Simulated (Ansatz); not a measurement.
# How ionic liquid ethylpyridinium Br- with water changes with density

How do energy, pressure, forces, levels, charges and cost follow the density?

Computed with Ansatz 0.2.0: Kohn-Sham DFT, PBE+D3(BJ), PAW (set soft_2). Every run is a single point, with the atoms held where the recipe put them (cutoff of the plane-wave runs 420 eV, fermi-dirac smearing of 0.05 eV).

First member: 9 ethylpyridinium, 9 Br-, 8 H2O placed at random, at 1.21 g/cm³; overlaps pushed apart, then 10 ps at 700 K with Joung-Cheatham ions (J. Phys. Chem. B 112, 9020 (2008)); MMFF94 bonds, angles, torsions, charges and radii (Halgren, J. Comput. Chem. 17, 490 (1996)) in harmonic and 12-6 forms; SPC/E water (Berendsen, Grigera and Straatsma, J. Phys. Chem. 91, 6269 (1987)); charges of ions scaled by 0.8. Snapshot after 30 ps at 450 K and fixed volume.

Last member: 9 ethylpyridinium, 9 Br-, 8 H2O placed at random, at 1.61 g/cm³; overlaps pushed apart, then 10 ps at 700 K with Joung-Cheatham ions (J. Phys. Chem. B 112, 9020 (2008)); MMFF94 bonds, angles, torsions, charges and radii (Halgren, J. Comput. Chem. 17, 490 (1996)) in harmonic and 12-6 forms; SPC/E water (Berendsen, Grigera and Straatsma, J. Phys. Chem. 91, 6269 (1987)); charges of ions scaled by 0.8. Snapshot after 30 ps at 450 K and fixed volume.

The members:

```tsv
density (g/cm³)	reduced formula	atoms	valence electrons	k-mesh	basis	density (g/cm³)
1.209	H106C63Br9N9O8	195	514	1×1×1	plane waves	1.21
1.276	H106C63Br9N9O8	195	514	1×1×1	plane waves	1.28
1.343	H106C63Br9N9O8	195	514	1×1×1	plane waves	1.34
1.424	H106C63Br9N9O8	195	514	1×1×1	plane waves	1.42
1.504	H106C63Br9N9O8	195	514	1×1×1	plane waves	1.50
1.612	H106C63Br9N9O8	195	514	1×1×1	plane waves	1.61
```

Each cell is one sample from a classical run, so sample-to-sample scatter enters every column; pressures lack the kinetic term, and hold the strain of bonds inside molecules, whose lengths the classical model set.

The input of the first member, without its atom lines; other members have their own cell and atoms, and may differ in mesh, basis and outputs:

```yaml
crystal:
  lattice:
    - [13.61307, 0.0, 0.0]
    - [0.0, 13.61307, 0.0]
    - [0.0, 0.0, 13.61307]
  atoms:
    [... 195 lines ...]
kpoints:
  mp_grid: { grid: [1, 1, 1] }
hamiltonian:
  xc: pbe
  dispersion: d3bj
scf:
  occupations: { method: fermi_dirac, width: 0.05 }
output:
  forces: true
  stress: true
  populations: intrinsic
  dos:
    method: { smearing: { sigma: 0.15 } }
    de: 0.1
    projected: { site_lists: { Br: [Br], C: [C], H: [H], "N": ["N"], O: [O] } }
  eigenvalues: true
  write_density: true
  write_potential: true
  volumetric_format: npy
```

Results; charges are mean intrinsic-atomic-orbital charges in e:

```tsv
density (g/cm³)	energy less the first member's (meV/atom)	pressure (GPa)	r.m.s. force (eV/Å)	gap (eV)	q(Br)	q(O)	q(H)
1.209	0.0	1.02	0.983	0.953	-0.78	-0.81	+0.23
1.276	-3.7	0.266	0.974	0.810	-0.78	-0.82	+0.23
1.343	-6.6	0.708	1.04	1.07	-0.75	-0.83	+0.23
1.424	-6.4	1.44	1.03	1.38	-0.76	-0.81	+0.23
1.504	-8.1	2.38	0.987	1.51	-0.72	-0.81	+0.22
1.612	-8.4	2.55	1.11	1.16	-0.74	-0.79	+0.22
```

The gap is that between the highest filled and lowest empty Kohn-Sham level on the run's k-points, and semilocal functionals tend to put gaps under measured ones. Atoms aren't relaxed at this level, so pressure against density here is no equation of state.

Cost on 8 threads of Intel Xeon Platinum 8488C (Sapphire Rapids), shared host:

```tsv
density (g/cm³)	atoms	basis	k-mesh	SCF cycles	time	host memory (GiB)
1.209	195	plane waves	1×1×1	10	21 s	3.5
1.276	195	plane waves	1×1×1	10	17 s	3.3
1.343	195	plane waves	1×1×1	10	17 s	3.2
1.424	195	plane waves	1×1×1	10	13 s	3.1
1.504	195	plane waves	1×1×1	10	15 s	3.0
1.612	195	plane waves	1×1×1	10	14 s	2.8
```

Times include the outputs that each run asked for, on hosts shared with other jobs.

The energy against the first member is lowest at 1.61 g/cm³ (-8.4 meV/atom) and highest at 1.21 g/cm³ (0.0 meV/atom), falling overall but not at every step; each member is a single configuration. The gap is lowest at 1.28 g/cm³ (0.81 eV) and highest at 1.50 g/cm³ (1.51 eV); in single samples it varies with the configuration. The mean charge on Br lies between -0.78 and -0.72 e, rising overall but not at every step. The pressure is lowest at 1.28 g/cm³ (0.27 GPa) and highest at 1.61 g/cm³ (2.6 GPa), rising overall but not at every step.

Caveats: The network of contacts between molecules at the start is that of the classical potential that made the cell, and needn't be the one that DFT or experiment would give. The cells aren't relaxed by DFT, which could reorder their energies.

[Logs are printed without paths, hosts, clocks, repeated set-up lines and the standing remarks that a program may print on its own settings, such as how far it seeks lower states.]

[Hosts, paths, dates, database ids (printed as entryN), source tags and the programs' standing remarks are cut or masked in the printed files.]

[The MMFF94 radii named for the starting cell were scaled by 0.96; in molecules described by MMFF94, hydrogen bound to N, O or S took a small fixed 12-6 site in their place.]
